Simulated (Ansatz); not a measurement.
**Phonons of YTl (Pm-3m) against volume**

Does YTl (Pm-3m) expand much on heating, by its phonons?

Program: Ansatz 0.2.0. Level of theory: DFT PBEsol, scalar-relativistic, plane waves, PAW; PAW set soft_1. Values are calculated unless marked as measured.

### Step 1. The starting structure

It takes space group Pm-3m (No. 221, cubic). Conventional cell: a = 3.735 Å, b = 3.735 Å, c = 3.735 Å, α = 90.00°, β = 90.00°, γ = 90.00°. Y has 8 Tl at 3.24 Å nearest. Nearest to Tl lie 8 Y at 3.24 Å. Farther neighbours, and contacts between anions beyond the nearest, are not listed.

As a file:

```cif
data_structure
_symmetry_space_group_name_H-M 'P 1'
_symmetry_Int_Tables_number 1
_cell_length_a 3.7355
_cell_length_b 3.7355
_cell_length_c 3.7355
_cell_angle_alpha 90.000
_cell_angle_beta 90.000
_cell_angle_gamma 90.000
_cell_volume 52.12
loop_
_atom_site_label
_atom_site_type_symbol
_atom_site_fract_x
_atom_site_fract_y
_atom_site_fract_z
_atom_site_occupancy
Y1 Y 0.50000 0.50000 0.50000 1
Tl2 Tl 0.00000 0.00000 0.00000 1
```

### Step 2. Phonons on a q mesh

Stability and thermal properties need the whole zone. Linear response on a 4×4×4 q mesh gives force constants as far as a supercell of that size would.

File input.yaml:

```yaml
crystal:
  lattice:
    - [3.7354647637, 0.0, 0.0]
    - [0.0, 3.7354647637, 0.0]
    - [0.0, 0.0, 3.7354647637]
  atoms:
    - { symbol: "Y", position: [0.5, 0.5, 0.5] }
    - { symbol: Tl, position: [0.0, 0.0, 0.0] }
kpoints:
  mp_grid: { grid: [12, 12, 12] }
hamiltonian:
  xc: pbesol
  pseudopotentials: { kind: paw, azcp: { folder: soft_1 }, xc_functional: pbe }
scf:
  occupations: { method: methfessel_paxton, width: 0.2 }
output:
  eigenvalues: true
phonons:
  method: dfpt
  qmesh: [4, 4, 4]
  temperatures: { t_max: 1000, t_step: 50 }
  qpath:
    path:
      - [[0.0, 0.0, 0.0], [0.0, 0.5, 0.0], [0.5, 0.5, 0.0], [0.0, 0.0, 0.0], [0.5, 0.5, 0.5], [0.0, 0.5, 0.0]]
      - [[0.5, 0.5, 0.5], [0.5, 0.5, 0.0]]
    npoints: 10
```

On the command line:

```sh
$ ansatz run input.yaml --threads 4 --pin off --max-ram 10240MiB --backend cpu --events-out ev --progress --plain --runs-dir out
```

The log of the run:

```text
Engine: ansatz 0.2.0, aarch64-unknown-linux-gnu
Pseudopotentials: kind: paw
Pseudopotential: Y, paw, valence charge 11, recommended cutoff 420 eV (normal), soft_1/Y.paw.azcp
Pseudopotential: Tl, paw, valence charge 13, recommended cutoff 420 eV (normal), soft_1/Tl.paw.azcp
Functional definition: PBEsol
  exchange = pbesol_x
  correlation = pbesol_c
Crystal: 2 atoms, lattice volume = 52.124 Å³
Basis set: ecut = 420 eV, 1021 PW (Γ), exchange–correlation on 50×50×50 points (8 copies of the dense FFT grid, shifted against one another)
Bands: 16, of which v1, the nominal top of the filled ones, is band 12 counted from 1 (11 counted from 0)
Symmetry: 48 space group operations
k-points: 84 of 1728
Non-local potential: Y, projectors of the file, l = 0: 3, l = 1: 2, l = 2: 2, l = 3: 1
Non-local potential: Tl, projectors of the file, l = 0: 2, l = 1: 2, l = 2: 2, l = 3: 1
PAW form: soft (Blöchl's): semilocal exchange-correlation on the pseudo side does not see the compensation charge
PAW frozen core: Y, regenerated for the run's functional, and the local potential with it (the file was generated under x = pbe(κ = 0.804, μ = 0.219515), c = pbe(β = 0.066725))
PAW frozen core: Tl, regenerated for the run's functional, and the local potential with it (the file was generated under x = pbe(κ = 0.804, μ = 0.219515), c = pbe(β = 0.066725))
PAW one-centre angular grid: Y, 590 points (default); XC on 64 Gauss nodes
PAW one-centre angular grid: Tl, 590 points (default); XC on 64 Gauss nodes
Initial density: superposition of atomic densities (chi_scale 0.1, normalization cell, long waves kept (reshape's long-wave potential 0.00 eV rms))
Initial wavefunctions: pseudopotential atomic-orbital guess
Functional: x = pbesol(κ = 0.804, μ = 0.123457), c = pbesol(β = 0.046)
SCF iter   1: F=—  HF=-15094.093072 eV  |F-HF|=—  |Δ(HF+E_count)|=         —  Δρ=3.71e-2  dr2=1.14e0  ethr=3.10e-3  ⟨swp⟩=5.0  Hψ=5815  notcnv=0
preconditioner: auto → Kerker (q_TF=auto, 2.397 Å⁻¹)  [metal: Δε(μ)=0.046 eV  Ē_g=13.763 eV  σ=0.200 eV  W_gap=0.19  n_scr=18 (ndim 8)  ℏωp=24.1 eV  f_vac=0.000  D(μ)=1.20/eV (n_scr^D=6)]
SCF iter   2: F=—  HF=-15093.759259 eV  |F-HF|=—  |Δ(HF+E_count)|=   3.34e-1  S|Δr|=    0.00e0  Δρ=1.68e-2  dr2=2.32e-1  ethr=3.10e-3  ⟨swp⟩=2.1  Hψ=2749  notcnv=0
SCF iter   3: F=—  HF=-15093.691558 eV  |F-HF|=—  |Δ(HF+E_count)|=   6.77e-2  S|Δr|=    0.00e0  Δρ=4.91e-3  dr2=1.19e-2  ethr=9.65e-4  ⟨swp⟩=2.1  Hψ=2110  notcnv=0
SCF iter   4: F=—  HF=-15093.688360 eV  |F-HF|=—  |Δ(HF+E_count)|=   3.20e-3  S|Δr|=    0.00e0  Δρ=6.97e-4  dr2=2.03e-4  ethr=4.95e-5  ⟨swp⟩=2.4  Hψ=2037  notcnv=0
SCF iter   5: F=—  HF=-15093.688374 eV  |F-HF|=—  |Δ(HF+E_count)|=   1.45e-5  S|Δr|=    0.00e0  Δρ=1.15e-4  dr2=9.78e-6  ethr=8.48e-7  ⟨swp⟩=2.8  Hψ=1960  notcnv=0
SCF iter   6: F=—  HF=-15093.688374 eV  |F-HF|=—  |Δ(HF+E_count)|=   2.44e-7  S|Δr|=    0.00e0  Δρ=2.75e-5  dr2=4.45e-7  ethr=4.08e-8  ⟨swp⟩=3.0  Hψ=2417  notcnv=0
SCF iter   7: F=—  HF=-15093.688375 eV  |F-HF|=—  |Δ(HF+E_count)|=   9.68e-7  S|Δr|=    0.00e0  Δρ=4.68e-6  dr2=8.10e-9  ethr=1.85e-9  ⟨swp⟩=2.0  Hψ=1565  notcnv=0
SCF iter   8: F=—  HF=-15093.688375 eV  |F-HF|=—  |Δ(HF+E_count)|=   2.56e-9  S|Δr|=    0.00e0  Δρ=1.04e-6  dr2=4.00e-10  ethr=3.37e-11  ⟨swp⟩=1.7  Hψ=1435  notcnv=0
SCF iter   9: F=—  HF=-15093.688375 eV  |F-HF|=—  |Δ(HF+E_count)|=  1.46e-10  S|Δr|=    0.00e0  Δρ=1.99e-7  dr2=1.93e-11  ethr=1.67e-12  ⟨swp⟩=2.5  Hψ=2237  notcnv=0
SCF iter  10: F=-15093.688375 eV  HF=-15093.688375 eV  |F-HF|=1.82e-12  |Δ(HF+E_count)|=  3.64e-12  S|Δr|=    0.00e0  Δρ=2.46e-8  dr2=2.86e-13  ethr=1.00e-12  ⟨swp⟩=5.0  Hψ=5387  notcnv=0
the search or the solves at the SCF's close seem to have found levels that the self-consistency loop had missed (the run counts 3). By its estimate they hold under 1e-12 electrons; where the run keeps them, the occupations were computed again with them
SCF 1 converged in 10 iterations: F = -15093.688375 eV  dr2 = 2.86e-13
  greatest PAW one-centre occupation: 0.992 electrons in one spin orbital (limit 2), on the Y atom at site 0 (counted from 0), in its partial waves of l = 0
Initial density: read from a saved state, or passed on in memory by an earlier SCF of this step, an earlier step, the calling program or the single point that the run made first
iter 1 solved again at ethr=5.80e-8 eV; its pass at ethr=3.10e-3 eV (dr2=1.39e-5 eV) is discarded
SCF iter   1: F=—  HF=-15093.688382 eV  |F-HF|=—  |Δ(HF+E_count)|=         —  Δρ=5.04e-7  dr2=6.92e-11  ethr=5.80e-8  ⟨swp⟩=3.0  Hψ=10165  notcnv=0
eigensolver tolerance schedule: the retry pair's looser diagonalisation over-reported the residual by 201205.86 of it (diagonalisation noise at an unbounded share of the residual, at the tolerance the schedule requests for it); recorded, not acted on — ethr = c·dr2/N_el stays at c = 1.0e-1
preconditioner: auto → Kerker (q_TF=auto, 2.397 Å⁻¹)  [metal: Δε(μ)=0.038 eV  Ē_g=14.524 eV  σ=0.200 eV  W_gap=0.16  n_scr=18 (ndim 8)  ℏωp=24.1 eV  f_vac=0.000  D(μ)=1.55/eV (n_scr^D=6)]
SCF iter   2: F=—  HF=-15093.688375 eV  |F-HF|=—  |Δ(HF+E_count)|=   6.33e-6  S|Δr|=    0.00e0  Δρ=2.60e-7  dr2=1.76e-11  ethr=1.00e-12  ⟨swp⟩=3.3  Hψ=3348  notcnv=0
SCF iter   3: F=-15093.688375 eV  HF=-15093.688375 eV  |F-HF|=5.46e-12  |Δ(HF+E_count)|=  2.18e-11  S|Δr|=    0.00e0  Δρ=1.66e-7  dr2=6.68e-12  ethr=1.00e-12  ⟨swp⟩=2.9  Hψ=3193  notcnv=0
SCF 2 converged in 3 iterations: F = -15093.688375 eV  dr2 = 6.68e-12
phonons: the bands overlap, so this run is a metal and interpolates without the dipole-dipole term. If the crystal is really an insulator or semiconductor, its LO-TO splitting is missing
NSCF: frozen V_eff on 84 k-points
NSCF: frozen V_eff on 196 k-points
DFPT response loops at q = (0, 0, 0) (fractional): preconditioner auto → Kerker (q_TF=auto, 2.397 Å⁻¹) (partly filled bands, converged f_vac=0.000); β = 1.00, the filter's whole step (`scf.mixing.beta` (0.50) is not read by the response loops under this deck's `scf.mixing.preconditioner`; to damp them name `kerker` or `kerker_dos`, under which they read `scf.mixing.beta`, and type it under 1.00, their step now; both keys bind the ground state too); Broyden in place of MSR1
NSCF: frozen V_eff on 1176 k-points
DFPT response loops at q = (0, 0, 0.25) (fractional): mixed as the last ones told, above
NSCF: frozen V_eff on 686 k-points
DFPT response loops at q = (0, 0, -0.5) (fractional): mixed as the last ones told, above
NSCF: frozen V_eff on 2016 k-points
DFPT response loops at q = (0, 0.25, 0.25) (fractional): mixed as the last ones told, above
NSCF: frozen V_eff on 1176 k-points
DFPT response loops at q = (0, 0.25, -0.5) (fractional): mixed as the last ones told, above
NSCF: frozen V_eff on 686 k-points
DFPT response loops at q = (0, -0.5, -0.5) (fractional): mixed as the last ones told, above
NSCF: frozen V_eff on 1872 k-points
DFPT response loops at q = (0.25, 0.25, 0.25) (fractional): mixed as the last ones told, above
NSCF: frozen V_eff on 2016 k-points
DFPT response loops at q = (0.25, 0.25, -0.5) (fractional): mixed as the last ones told, above
NSCF: frozen V_eff on 1176 k-points
DFPT response loops at q = (0.25, -0.5, -0.5) (fractional): mixed as the last ones told, above
NSCF: frozen V_eff on 392 k-points
DFPT response loops at q = (-0.5, -0.5, -0.5) (fractional): mixed as the last ones told, above
SCF converged after 10 iterations
Stability not checked: this state was not tested for a lower state beside it, because cold or Methfessel-Paxton smearing, or corrected tetrahedra, fill the levels in a way that the test cannot read (fill_not_monotonic; see scf.lower_state_search)
Free energy (F): -15093.688375 eV
Harris-Foulkes:  -15093.688375 eV  (|F-HF|=1.82e-12)
Internal energy: -15093.685868 eV  (E = F + TS)
E sigma→0 (E₀):  -15093.687749 eV
Entropy (-TS):   -0.002507 eV (-1.254 meV/atom)
Fermi energy:    12.266980 eV
--- Per-component energies (eV) ---
  E_band       = -64.080528
  E_kinetic    = 585.402882
  E_local      = -1277.157747  (includes V_loc(G=0)·N_el)
  E_nonlocal   = 343.191987
  E_hartree    = 447.564823
  E_xc         = -362.475457
  E_vxc        = -329.797787  (∫ρ·V_xc dr)
  E_paw        = -12802.422294  (= ΣΔE_a)
  E_vpaw       = -280.849494  (= ΣTr[D̂ρ^β])
  E_aug_tail   = -0.000020  (compensation charges beyond the density's cutoff)
  E_ewald      = -2027.977148
  E_core_change = 0.187106  (= ΣΔE_core)
  E_smearing   = -0.002507  (= −TS)
  E_closure    = 0.000000  (closes the sum)
  Σ components = -15093.688375   (vs F -15093.688375, Δ=0.00e0)
--- Band table (eV; the first three rows and the last of 84) ---
  k-point 0: bands = [... 8 lower, 0.8195, 3.1749, 12.1381, 12.1381, 15.4030, 15.4030, 15.4030, 15.8523]
  k-point 1: bands = [... 8 lower, 0.8210, 3.2645, 12.0390, 12.1459, 14.8280, 14.8280, 14.9565, 15.8441]
  k-point 2: bands = [... 8 lower, 0.8251, 3.5291, 11.5428, 12.1675, 14.1712, 14.1712, 14.5593, 15.8218]
  k-point 83: bands = [... 8 lower, 1.0604, 7.9615, 9.7125, 9.7125, 9.7125, 16.5951, 16.5951, 16.5951]
--- Phonons (Γ-DFPT): 2 representative perturbations + reference (Σ response iterations 6) ---
  ASR residual: 4.786e-6 → 0.000e0 eV/Å²; symmetrization residual: 3.021e-5 eV/Å²
  ASR residual per site (eV/Å²): 2.62e-6 4.79e-6
  Γ frequencies (cm⁻¹): 0.00 0.00 0.00 101.54 101.54 101.54
--- Phonons (arbitrary-q DFPT): 10 irreducible q on the 4×4×4 mesh ---
  q = [0.0000, 0.0000, 0.0000] (star 1, of the zone-centre solve; hermiticity 2.57e-5, symmetrization 8.03e-12): -0.00 -0.00 -0.00 101.54 101.54 101.54
  q = [0.0000, 0.0000, 0.2500] (star 6, 4 solved perturbations in 1848 linear systems a pass and spin channel, the states on 588 of 1728 k-point pairs; hermiticity 1.19e-5, symmetrization 1.46e-12): 40.62 40.62 55.68 100.44 100.44 129.10
  q = [0.0000, 0.0000, -0.5000] (star 3, 4 solved perturbations in 1078 linear systems a pass and spin channel, the states on 343 of 1728 k-point pairs; hermiticity 5.06e-13, symmetrization 3.07e-13): 56.29 56.29 85.30 100.48 100.48 148.99
  q = [0.0000, 0.2500, 0.2500] (star 12, 4 solved perturbations in 3108 linear systems a pass and spin channel, the states on 1008 of 1728 k-point pairs; hermiticity 1.03e-5, symmetrization 2.24e-13): 23.31 49.39 72.53 95.13 122.54 139.84
  q = [0.0000, 0.2500, -0.5000] (star 12, 6 solved perturbations on 588 of 1728 k-point pairs; hermiticity 9.35e-6, symmetrization 1.09e-13): 50.21 56.22 57.86 86.70 139.35 158.07
  q = [0.0000, -0.5000, -0.5000] (star 3, 4 solved perturbations in 1078 linear systems a pass and spin channel, the states on 343 of 1728 k-point pairs; hermiticity 9.26e-6, symmetrization 4.94e-13): 41.85 41.85 60.66 76.34 166.57 166.57
  q = [0.2500, 0.2500, 0.2500] (star 8, 2 solved perturbations on 936 of 1728 k-point pairs; hermiticity 6.91e-6, symmetrization 6.24e-13): 44.96 44.96 62.90 130.00 130.00 130.10
  q = [0.2500, 0.2500, -0.5000] (star 12, 4 solved perturbations in 3108 linear systems a pass and spin channel, the states on 1008 of 1728 k-point pairs; hermiticity 9.07e-6, symmetrization 5.50e-13): 45.60 54.11 62.65 116.78 135.63 158.33
  q = [0.2500, -0.5000, -0.5000] (star 6, 4 solved perturbations in 1848 linear systems a pass and spin channel, the states on 588 of 1728 k-point pairs; hermiticity 1.02e-5, symmetrization 1.36e-13): 62.14 62.14 70.78 118.13 154.70 154.70
  q = [-0.5000, -0.5000, -0.5000] (star 1, 2 solved perturbations on 196 of 1728 k-point pairs; hermiticity 1.06e-13, symmetrization 2.81e-12): 87.30 87.30 87.30 138.63 138.63 138.63
  sum rule: each row above includes the acoustic sum rule's correction from the zone centre's row sums; it moved no ω² by more than (0.09 cm⁻¹)²
  mesh force constants: q→R imaginary residual 4.15e-18; ASR residual 4.786e-6 → 0.000e0 eV/Å²; symmetrization residual 3.553e-15 eV/Å²
  interpolated dispersion: 62 rows × 6 modes
  density of states and harmonic sums: on the 20×20×20 q-mesh, interpolated from the force constants of a 4×4×4 supercell (no non-analytic term)
  largest difference from the sums on the solved wave vectors: F 1.48e-2 eV, S 1.88e-5 and C_V 4.01e-6 eV/K
  zero-point energy: 0.033617 eV/cell   skipped modes (ω ≤ 0): 3   left out of the sums: 6.25e-5 of the cell's modes: C_V's classical limit lies that fraction below 3 k_B per atom; for a crystal, a wire or a layer, F and S can be off by more, and a phonons.interpolated_qmesh denser along its periods is the remedy for the sampling
```

Run time: 5.1 min. Hardware: 4 threads of Arm Neoverse V2, shared host; peak memory 2.1 GiB; 20 min of CPU time.

This step gave:

* volume per atom: 26.06 Å³
* gap on the k-mesh: 0 eV
* sum-rule residual before enforcement: 4.79e-6 eV/Å²
* lowest frequency on the path: 0 cm⁻¹
* point group: m-3m
* highest frequency on path, mesh or solved points: 166.6 cm⁻¹
* mean frequency: 90.4 cm⁻¹
* Debye temperature (second moment): 185 K
* logarithmic mean frequency: 80 cm⁻¹
* highest optical mode at the zone centre (no LO-TO term): 101.5 cm⁻¹
* lowest optical zone-centre mode: 101.5 cm⁻¹
* lowest mode on the q mesh (acoustic modes at Γ apart): 23.31 cm⁻¹
* zero-point energy per atom: 16.81 meV
* heat capacity at 300 K: 24.48 J/(mol atoms K)
* vibrational entropy at 300 K: 49.06 J/(mol atoms K)

Frequencies (cm⁻¹) solved at each irreducible wavevector; negative means imaginary. Frequencies by wavevector, by row:

```
q in reciprocal lattice units  star  mode 1  mode 2  mode 3  mode 4  mode 5  mode 6
                        0 0 0     1       0       0       0   101.5   101.5   101.5
                     0 0 0.25     6    40.6    40.6    55.7   100.4   100.4   129.1
                     0 0 -0.5     3    56.3    56.3    85.3   100.5   100.5     149
                  0 0.25 0.25    12    23.3    49.4    72.5    95.1   122.5   139.8
                  0 0.25 -0.5    12    50.2    56.2    57.9    86.7   139.3   158.1
                  0 -0.5 -0.5     3    41.9    41.9    60.7    76.3   166.6   166.6
               0.25 0.25 0.25     8      45      45    62.9     130     130   130.1
               0.25 0.25 -0.5    12    45.6    54.1    62.6   116.8   135.6   158.3
               0.25 -0.5 -0.5     6    62.1    62.1    70.8   118.1   154.7   154.7
               -0.5 -0.5 -0.5     1    87.3    87.3    87.3   138.6   138.6   138.6
```

Symmetry leaves 10 wavevectors to solve. The lowest mode among them, the acoustic zeros apart, lies at q = (0, 0.25, 0.25) and is real, 23.3 cm⁻¹.

### Step 3. Relaxing at another volume, volume ratio 0.97

The volume is scaled by 0.97 and held; symmetry leaves nothing to relax, so this is a single point. The modes can then be followed against volume.

input.yaml, the sections that differ from step 2:

```yaml
crystal:
  lattice:
    - [3.6977302165, 0.0, 0.0]
    - [0.0, 3.6977302165, 0.0]
    - [0.0, 0.0, 3.6977302165]
  atoms:
    - { symbol: "Y", position: [0.5, 0.5, 0.5] }
    - { symbol: Tl, position: [0.0, 0.0, 0.0] }
output:
  forces: true
  stress: true
  eigenvalues: true
# kpoints, hamiltonian, scf: as in step 2
# phonons: removed
```

The log of the run:

```text
[...]
Crystal: 2 atoms, lattice volume = 50.560 Å³
Basis set: ecut = 420 eV, 1021 PW (Γ), exchange–correlation on 50×50×50 points (8 copies of the dense FFT grid, shifted against one another)
Bands: 16, of which v1, the nominal top of the filled ones, is band 12 counted from 1 (11 counted from 0)
Symmetry: 48 space group operations
[...]
k-points: 84 of 1728
[...]
--- Band table (eV; the first three rows and the last of 84) ---
  k-point 0: bands = [... 8 lower, 1.2209, 3.4776, 12.5818, 12.5818, 15.9505, 15.9505, 15.9505, 16.4343]
  k-point 1: bands = [... 8 lower, 1.2225, 3.5709, 12.4852, 12.5883, 15.3601, 15.3601, 15.5167, 16.4248]
  k-point 2: bands = [... 8 lower, 1.2270, 3.8463, 11.9955, 12.6064, 14.6783, 14.6783, 15.1149, 16.3988]
  k-point 83: bands = [... 8 lower, 1.4794, 8.4515, 10.0669, 10.0669, 10.0669, 17.2291, 17.2291, 17.2291]
[key lines of the parts left out:]
SCF converged after 7 iterations
Free energy (F): -15093.678758 eV
Fermi energy:    12.716907 eV
P = ⅓ Tr σ = 2.0280 GPa (20.280 kbar)
```

Elapsed: 0.98 s, on 4 threads; peak memory 0.37 GiB; 3.3 s of CPU time.

This step gave:

* pressure: 2.028 GPa
* volume per atom: 25.28 Å³

The run ends at a pressure of 2.03 GPa.

[end of part 1 of 2]

[Long decimals in the printed logs are rounded to 6 places.]

[Logs are printed without paths, hosts, clocks, repeated set-up lines and the standing remarks that a program may print on its own settings, such as how far it seeks lower states.]

[Hosts, paths, dates, database ids (printed as entryN), source tags and the programs' standing remarks are cut or masked in the printed files.]

[Where the starting crystal was built by hand or by swapping elements, it need not be the compound's stable phase.]
